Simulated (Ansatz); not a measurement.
# RbH3Pb (model cell, started as cubic perovskite with Pb in the octahedra): following an unstable mode, part 2 of 3

Wanted: the energy along a soft mode of RbH3Pb (model cell, started as cubic perovskite with Pb in the octahedra) and the structure at the end.

Ansatz 0.2.0; DFT PBEsol, scalar-relativistic, plane waves, PAW; PAW set soft_1.

So far, highest frequency on the path or at a solved wavevector (cm⁻¹): step 2 (phonons on a q mesh) 1130. Also lowest frequency on the path (cm⁻¹): step 2 -958.

The structure was built from a prototype and need not be the compound's stable phase.

**4. The mode frozen in, largest atomic shift 0.32 Å**

The atoms are moved along the unstable eigenvector, the largest shift by 0.32 Å, with the cell fixed.

File input.yaml:

```yaml
crystal:
  lattice:
    - [4.5128424719, 0.0, 0.0]
    - [0.0, 4.5128424719, 0.0]
    - [0.0, 0.0, 4.5128424719]
  atoms:
    - { symbol: Rb, position: [0.0001095159, -0.0001095159, -0.0001095159] }
    - { symbol: Pb, position: [0.5001995973, 0.4998004027, 0.4998004027] }
    - { symbol: H, position: [0.5096363652, 0.4903636348, 0.0695868606] }
    - { symbol: H, position: [0.5096363652, 0.0695868606, 0.4903636348] }
    - { symbol: H, position: [-0.0695868606, 0.4903636348, 0.4903636348] }
kpoints:
  mp_grid: { grid: [8, 8, 8] }
hamiltonian:
  xc: pbesol
  pseudopotentials: { kind: paw, azcp: { folder: soft_1 }, xc_functional: pbe }
scf:
  occupations: { method: methfessel_paxton, width: 0.2 }
output:
  forces: true
  stress: true
  eigenvalues: true
```

Started as:

```sh
$ ansatz run input.yaml --threads 4 --pin off --max-ram 16384MiB --backend cpu --events-out ev --progress --plain --runs-dir out
```

Numbers of over 12 decimals in the logs are rounded to 6 here.

The program printed:

```text
[...]
Crystal: 5 atoms, lattice volume = 91.907 Å³
Basis set: ecut = 420 eV, 1791 PW (Γ), exchange–correlation on 64×64×64 points (8 copies of the dense FFT grid, shifted against one another)
Bands: 18, of which v1, the nominal top of the filled ones, is band 13 counted from 1 (12 counted from 0)
Symmetry: 6 space group operations
[...]
k-points: 65 of 512 (time reversal used)
[...]
k-point 0: bands = [... 9 lower, -4.1933, 3.7430, 3.7430, 5.9998, 6.9941, 6.9941, 7.4785, 11.1731, ... 1 higher]
  k-point 1: bands = [... 9 lower, -4.0791, 3.2369, 3.7739, 5.6831, 7.0045, 7.0461, 8.5597, 10.7725, ... 1 higher]
  k-point 2: bands = [... 9 lower, -3.7971, 2.1972, 3.8514, 5.5822, 7.0326, 7.2624, 10.0332, 10.1466, ... 1 higher]
  k-point 64: bands = [... 9 lower, -2.4504, 1.3015, 1.3015, 1.7065, 9.6635, 9.6635, 9.6710, 12.5114, ... 1 higher]
[key lines of the parts left out:]
SCF converged after 8 iterations
Free energy (F): -15020.838762 eV
Fermi energy:    6.431089 eV
P = ⅓ Tr σ = 1.6638 GPa (16.638 kbar)
```

It took 3.3 s on 4 threads of Arm Neoverse V1, shared host; peak memory 0.45 GiB; 12 s of CPU time.

This step gave:

| Item | Value |
| --- | --- |
| pressure | 1.664 GPa |
| gap on the k-mesh | 0.9943 eV |
| energy from the undistorted cell | -34.45 meV/atom |

The energy, extrapolated to zero smearing, is -34.45 meV/atom against the undistorted cell.

The run ends at a pressure of 1.66 GPa, with forces up to 0.20 eV/Å.

**5. Energy along the mode, all amplitudes (two of the runs are shown above)**

An imaginary frequency means negative curvature, so the energy should fall and then rise again as anharmonic terms take over.

This step gave:

```
depth at the lowest point sampled  : 34.45 meV/atom
largest atomic shift at that point : 0.32 Å
```

Energy from the parent against largest atomic shift:

```csv
largest atomic shift (Å),energy from the parent (meV/atom)
0.000,0
0.040,-1.64
0.080,-5.85
0.140,-14.8
0.220,-27.4
0.320,-34.4
0.450,-4.01
0.600,143
```

Displacement at unit largest shift by atom:

```csv
atom,x (Å),y (Å),z (Å),size
Rb1,0.002,-0.002,-0.002,0.003
Pb2,0.003,-0.003,-0.003,0.005
H3,0.136,-0.136,0.981,1.000
H4,0.136,0.981,-0.136,1.000
H5,-0.981,-0.136,-0.136,1.000
```

The lowest of the steps tried is at 0.32 Å, 34.4 meV/atom below the parent; the bottom of the well need not coincide with a step.

**6. Relaxation from the frozen mode**

Starting from the lowest point found, all atoms and the cell are let go, so that strain and other modes of the same symmetry can join in.

input.yaml: that of step 4 with these lines changed.

```diff
@@ -22 +22,6 @@
   eigenvalues: true
+relax:
+  adjacent_minimum: "off"
+  f_tol: 0.002
+  max_steps: 120
+  cell: { stress_tol: 0.03 }
```

The program printed:

```text
[...]
Crystal: 5 atoms, lattice volume = 91.907 Å³
Basis set: ecut = 420 eV, 1791 PW (Γ), exchange–correlation on 64×64×64 points (8 copies of the dense FFT grid, shifted against one another)
Bands: 18, of which v1, the nominal top of the filled ones, is band 13 counted from 1 (12 counted from 0)
Symmetry: 6 space group operations
[...]
k-points: 65 of 512 (time reversal used)
[...]
SCF iter   1: F=—  HF=-15022.087523 eV  |F-HF|=—  |Δ(HF+E_count)|=         —  Δρ=5.10e-2  dr2=3.19e0  ethr=3.10e-3  ⟨swp⟩=6.1  Hψ=6996  notcnv=0
[...]
SCF iter   8: F=-15020.838762 eV  HF=-15020.838762 eV  |F-HF|=2.58e-10  |Δ(HF+E_count)|=   1.28e-7  S|Δr|=    0.00e0  Δρ=3.66e-6  dr2=9.83e-9  ethr=3.85e-10  ⟨swp⟩=12.1  Hψ=6863  notcnv=0
SCF 1 converged in 8 iterations: F = -15020.838762 eV  dr2 = 9.83e-9
[...]
relax step   1: F+E_penalty+E_count = -15020.83876248 eV  Δ(F+E_penalty+E_count) = +0.000e0 eV  max|allowed force component| = 1.132e-1 eV/Å  Δτ_max = 0.0000 Å  P = +1.664 GPa  Ω = 91.907 Å³  (8 SCF iters, dr2 threshold 1.00e-7 eV, accepted)
Crystal: 5 atoms, lattice volume = 98.784 Å³
Basis set: ecut = 420 eV, 1917 PW (Γ), exchange–correlation on 64×64×64 points (8 copies of the dense FFT grid, shifted against one another)
[...]
SCF iter   6: F=-15020.878545 eV  HF=-15020.878545 eV  |F-HF|=1.33e-8  |Δ(HF+E_count)|=   6.12e-7  S|Δr|=    0.00e0  Δρ=4.17e-6  dr2=1.77e-8  ethr=1.92e-9  ⟨swp⟩=8.0  Hψ=6294  notcnv=0
SCF 2 converged in 6 iterations: F = -15020.878545 eV  dr2 = 1.77e-8
relax step   2: F+E_penalty+E_count = -15020.87854452 eV  Δ(F+E_penalty+E_count) = -3.978e-2 eV  max|allowed force component| = 1.587e-1 eV/Å  Δτ_max = 0.0794 Å  P = -0.066 GPa  Ω = 98.784 Å³  energy of the carried Pulay correction = -2.082e-3 eV  (6 SCF iters, dr2 threshold 5.00e-7 eV, accepted)
Crystal: 5 atoms, lattice volume = 100.659 Å³
Basis set: ecut = 420 eV, 1965 PW (Γ), exchange–correlation on 64×64×64 points (8 copies of the dense FFT grid, shifted against one another)
[...]
SCF iter   5: F=-15020.889407 eV  HF=-15020.889407 eV  |F-HF|=6.08e-8  |Δ(HF+E_count)|=   1.13e-6  S|Δr|=    0.00e0  Δρ=7.57e-6  dr2=7.00e-8  ethr=1.92e-9  ⟨swp⟩=8.4  Hψ=6227  notcnv=0
SCF 3 converged in 5 iterations: F = -15020.889407 eV  dr2 = 7.00e-8
relax step   3: F+E_penalty+E_count = -15020.88940685 eV  Δ(F+E_penalty+E_count) = -1.086e-2 eV  max|allowed force component| = 6.091e-2 eV/Å  Δτ_max = 0.0384 Å  P = -0.235 GPa  Ω = 100.659 Å³  energy of the carried Pulay correction = -2.624e-3 eV  (5 SCF iters, dr2 threshold 5.00e-7 eV, accepted)
[...]
relax step   4: F+E_penalty+E_count = -15020.89411705 eV  Δ(F+E_penalty+E_count) = -4.710e-3 eV  max|allowed force component| = 8.589e-3 eV/Å  Δτ_max = 0.0240 Å  P = -0.087 GPa  Ω = 101.033 Å³  energy of the carried Pulay correction = -2.731e-3 eV  (5 SCF iters, dr2 threshold 5.00e-7 eV, accepted)
[...]
relax step   5: F+E_penalty+E_count = -15020.89707655 eV  Δ(F+E_penalty+E_count) = -2.960e-3 eV  max|allowed force component| = 2.424e-2 eV/Å  Δτ_max = 0.0266 Å  P = +0.036 GPa  Ω = 101.163 Å³  energy of the carried Pulay correction = -2.768e-3 eV  (5 SCF iters, dr2 threshold 2.52e-7 eV, accepted)
[...]
relax step   6: F+E_penalty+E_count = -15020.89764539 eV  Δ(F+E_penalty+E_count) = -5.688e-4 eV  max|allowed force component| = 2.312e-3 eV/Å  Δτ_max = 0.0174 Å  P = -0.004 GPa  Ω = 100.919 Å³  energy of the carried Pulay correction = -2.698e-3 eV  (5 SCF iters, dr2 threshold 3.67e-8 eV, accepted)
[...]
relax step   7: F+E_penalty+E_count = -15020.89764430 eV  Δ(F+E_penalty+E_count) = +1.090e-6 eV  max|allowed force component| = 1.388e-3 eV/Å  Δτ_max = 0.0043 Å  P = -0.009 GPa  Ω = 100.978 Å³  energy of the carried Pulay correction = -2.715e-3 eV  (6 SCF iters, dr2 threshold 3.34e-10 eV, accepted)
[...]
SCF iter   6: F=-15020.901507 eV  HF=-15020.901507 eV  |F-HF|=1.64e-11  |Δ(HF+E_count)|=  2.15e-10  S|Δr|=    0.00e0  Δρ=7.62e-8  dr2=9.31e-12  ethr=1.00e-12  ⟨swp⟩=8.3  Hψ=6729  notcnv=0
SCF 8 converged in 6 iterations: F = -15020.901507 eV  dr2 = 9.31e-12
relax step   8: F+E_penalty+E_count = -15020.90150660 eV  Δ(F+E_penalty+E_count) = -3.862e-3 eV  max|allowed force component| = 1.475e-3 eV/Å  Δτ_max = 0.0000 Å  P = +0.016 GPa  Ω = 100.978 Å³  stress off target by 2.81e-2 GPa  SCF on the basis re-selected at this cell (its energy is not comparable with the rows above)  (6 SCF iters)
basis re-selected at this cell: Δ(F+E_penalty+E_count) = -3.862e-3 eV, ΔP = +0.025 GPa vs the last step (what re-selecting the basis moved, of the pressure what is left beyond the Pulay correction that the steps carried, after the strain that the cell walked since its last selection, with what the two solves' SCF thresholds leave and, on support functions, any second-order correction that the steps lacked; it is no m [...]
SCF converged after 6 iterations
[...]
Free energy (F): -15020.901507 eV
[...]
Internal energy: -15020.901507 eV  (E = F + TS)
E sigma→0 (E₀):  -15020.901507 eV
Entropy (-TS):   0.000000 eV (0.000 meV/atom)
Fermi energy:    5.417519 eV
[...]
--- Forces (eV/Å), atoms counted from 1 ---
  atom   1  Rb     0.00021190    -0.00021190    -0.00021190
  atom   2  Pb    -0.00147459     0.00147459     0.00147459
  atom   3  H      0.00065845    -0.00065845     0.00005413
  atom   4  H      0.00065845     0.00005413    -0.00065845
  atom   5  H     -0.00005413    -0.00065845    -0.00065845
  max |Σ_I F_I| component: 7.40e-8 eV/Å
--- Stress (GPa, compression-positive) ---
        0.015853       0.012293       0.012293
        0.012293       0.015853      -0.012293
        0.012293      -0.012293       0.015853
  P = ⅓ Tr σ = 0.0159 GPa (0.159 kbar)
--- Band table (eV; the first three rows and the last of 65) ---
  k-point 0: bands = [... 9 lower, -4.7298, 2.9327, 2.9327, 4.7221, 6.1958, 6.1958, 6.4166, 10.1992, ... 1 higher]
  k-point 1: bands = [... 9 lower, -4.6445, 2.4913, 2.9562, 4.4555, 6.1964, 6.2326, 7.4104, 9.8901, ... 1 higher]
  k-point 2: bands = [... 9 lower, -4.4290, 1.5735, 3.0147, 4.3186, 6.3286, 6.4206, 8.8832, 9.2835, ... 1 higher]
  k-point 64: bands = [... 9 lower, -3.3493, 0.7253, 0.7253, 1.4014, 8.4778, 8.4778, 9.1317, 11.2314, ... 1 higher]
--- Relaxed structure (7 steps of the walk, 7 accepted, 1 SCFs on fresh bases) ---
  F+E_penalty+E_count = -15020.90150660 eV   max|allowed force component| = 1.475e-3 eV/Å   (the final SCF, on the basis selected at the relaxed cell)
  cell:  # Å, volume = 100.9777 Å³
    - [4.660569, 0.133531, 0.133531]
    - [0.133531, 4.660569, -0.133531]
    - [0.133531, -0.133531, 4.660569]
  atoms:
    - { symbol: Rb, position: [0.00832631, -0.00832631, -0.00832631] }
    - { symbol: Pb, position: [0.495724, 0.504276, 0.504276] }
    - { symbol: H, position: [0.516112, 0.483888, 0.086279] }
    - { symbol: H, position: [0.516112, 0.086279, 0.483888] }
    - { symbol: H, position: [-0.086279, 0.483888, 0.483888] }
```

It took 27 s on 4 threads; peak memory 0.5 GiB.

The steps of the relaxation:

```csv
step,energy less that of the first step (eV),largest force component (eV/Å),pressure (GPa),volume (Å³)
1,0.0000,0.1132,1.66,91.91
2,-0.0398,0.1587,-0.07,98.78
3,-0.0506,0.0609,-0.23,100.66
4,-0.0554,0.0086,-0.09,101.03
5,-0.0583,0.0242,0.04,101.16
6,-0.0589,0.0023,0.00,100.92
7,-0.0589,0.0014,-0.01,100.98
8*,-0.0627,0.0015,0.02,100.98
```

Relaxation steps marked * repeat the geometry before them on a plane-wave basis chosen anew for their cell, so energy and pressure can jump there.

Forces are held to the 6 operations that the run works with; a distortion that breaks them can't arise in this run.

```csv
"conventional cell, symmetrised",before,after,change
a (Å),6.382,6.780,+6.2 %
b (Å),6.382,6.780,+6.2 %
c (Å),7.816,7.610,-2.6 %
volume (Å³/atom),18.38,20.20,+9.9 %
```

The atoms that moved most (Å, as changes of fractional coordinates times the final cell):

```csv
atom,dx,dy,dz,length
H3,0.032,-0.032,0.080,0.091
H4,0.032,0.080,-0.032,0.091
H5,-0.080,-0.032,-0.032,0.091
Rb1,0.036,-0.036,-0.036,0.063
Pb2,-0.020,0.020,0.020,0.034
```

The relaxed structure:

```cif
data_structure
_symmetry_space_group_name_H-M 'P 1'
_symmetry_Int_Tables_number 1
_cell_length_a 4.6644
_cell_length_b 4.6644
_cell_length_c 4.6644
_cell_angle_alpha 93.233
_cell_angle_beta 86.767
_cell_angle_gamma 86.767
_cell_volume 100.98
loop_
_atom_site_label
_atom_site_type_symbol
_atom_site_fract_x
_atom_site_fract_y
_atom_site_fract_z
_atom_site_occupancy
Rb1 Rb 0.00833 0.99167 0.99167 1
Pb2 Pb 0.49572 0.50428 0.50428 1
H3 H 0.51611 0.48389 0.08628 1
H4 H 0.51611 0.08628 0.48389 1
H5 H 0.91372 0.48389 0.48389 1
```

Numbers from this step:

| Quantity | Value |
| --- | --- |
| pressure | 0.01585 GPa |
| volume per atom | 20.20 Å³ |
| gap on the k-mesh | 1.469 eV |

The distorted start has space group R3m; the relaxation ends in R3m.

**7. The new phase in its own primitive cell**

The relaxed structure is symmetrised, reduced to its primitive cell and relaxed tightly, as its phonons need.

File input.yaml:

```yaml
crystal:
  lattice:
    - [3.3899402453, 1.9571829131, 2.5365927712]
    - [-3.3899402453, 1.9571829131, 2.5365927712]
    - [0.0, -3.9143658263, 2.5365927712]
  atoms:
    - { symbol: Rb, position: [0.0083263106, 0.0083263106, 0.0083263106] }
    - { symbol: Pb, position: [0.4957239937, 0.4957239937, 0.4957239937] }
    - { symbol: H, position: [0.5161119574, 0.9137207638, 0.5161119574] }
    - { symbol: H, position: [0.9137207638, 0.5161119574, 0.5161119574] }
    - { symbol: H, position: [0.5161119574, 0.5161119574, 0.9137207638] }
kpoints:
  mp_grid: { grid: [6, 6, 6] }
hamiltonian:
  xc: pbesol
  pseudopotentials: { kind: paw, azcp: { folder: soft_1 }, xc_functional: pbe }
scf:
  occupations: { method: fixed }
output:
  forces: true
  stress: true
  eigenvalues: true
relax:
  adjacent_minimum: "off"
  f_tol: 0.001
  max_steps: 60
  cell: { stress_tol: 0.01 }
```

The program printed:

```text
[...]
Crystal: 5 atoms, lattice volume = 100.978 Å³
Basis set: ecut = 420 eV, 1965 PW (Γ), exchange–correlation on 64×64×64 points (8 copies of the dense FFT grid, shifted against one another)
Bands: 18, of which v1, the nominal top of the filled ones, is band 13 counted from 1 (12 counted from 0)
Symmetry: 6 space group operations
[...]
k-points: 32 of 216 (time reversal used)
[...]
cell:  # Å, volume = 102.0711 Å³
    - [3.413358, 1.970703, 2.528998]
    - [-3.413358, 1.970703, 2.528998]
    - [0, -3.941407, 2.528998]
  atoms:
    - { symbol: Rb, position: [0.00763203, 0.00763203, 0.00763203] }
    - { symbol: Pb, position: [0.495622, 0.495622, 0.495622] }
    - { symbol: H, position: [0.517719, 0.911303, 0.517719] }
    - { symbol: H, position: [0.911303, 0.517719, 0.517719] }
    - { symbol: H, position: [0.517719, 0.517719, 0.911303] }
[key lines of the parts left out:]
SCF converged after 6 iterations
Free energy (F): -15020.892130 eV
Fermi energy:    4.577079 eV
P = ⅓ Tr σ = 0.0025 GPa (0.025 kbar)
```

The job ended after 12 s (4 threads; peak memory 0.44 GiB; 46 s of CPU time).

The steps of the relaxation:

```csv
step,energy less that of the first step (eV),largest force component (eV/Å),pressure (GPa),volume (Å³)
1,0.0000,0.0170,0.06,100.98
2,-0.0002,0.0161,0.05,101.60
3,-0.0004,0.0037,0.01,101.94
4,-0.0005,0.0098,0.01,101.90
5,-0.0005,0.0017,0.00,102.06
6,-0.0005,0.0001,0.00,102.07
7*,-0.0008,0.0001,0.00,102.07
```

Relaxation steps marked * repeat the geometry before them on a plane-wave basis chosen anew for their cell, so energy and pressure can jump there.

Forces are held to the 6 operations that the run works with; a distortion that breaks them can't arise in this run.

```csv
"conventional cell, symmetrised",before,after,change
a (Å),6.780,6.827,+0.7 %
b (Å),6.780,6.827,+0.7 %
c (Å),7.610,7.587,-0.3 %
volume (Å³/atom),20.20,20.41,+1.1 %
```

The atoms that moved most (Å, as changes of fractional coordinates times the final cell):

```csv
atom,dx,dy,dz,length
H5,0.000,0.016,0.002,0.016
H3,0.014,-0.008,0.002,0.016
H4,-0.014,-0.008,0.002,0.016
Rb1,0.000,0.000,-0.005,0.005
```

Final coordinates:

```xyz
5
Lattice="3.4134 1.9707 2.5290 -3.4134 1.9707 2.5290 0.0000 -3.9414 2.5290" Properties=species:S:1:pos:R:3 pbc="T T T"
Rb    0.0000    0.0000    0.0579
Pb    0.0000    0.0000    3.7603
H    -1.3434    0.7756    4.9233
H     1.3434    0.7756    4.9233
H     0.0000   -1.5513    4.9233
```

Numbers from this step:

```
pressure           : 0.002458 GPa
gap on the k-mesh  : 1.556 eV
volume per atom    : 20.41 Å³
direct gap on mesh : 1.556 eV
```

The largest force component left is 0.094 meV/Å and the pressure is 0.002 GPa, within the tolerances set. The cell now holds 20.41 Å³/atom.

(Part 2 of 3 ends here.)

[Logs are printed without paths, hosts, clocks, repeated set-up lines and the standing remarks that a program may print on its own settings, such as how far it seeks lower states.]

[Hosts, paths, dates, database ids (printed as entryN), source tags and the programs' standing remarks are cut or masked in the printed files.]
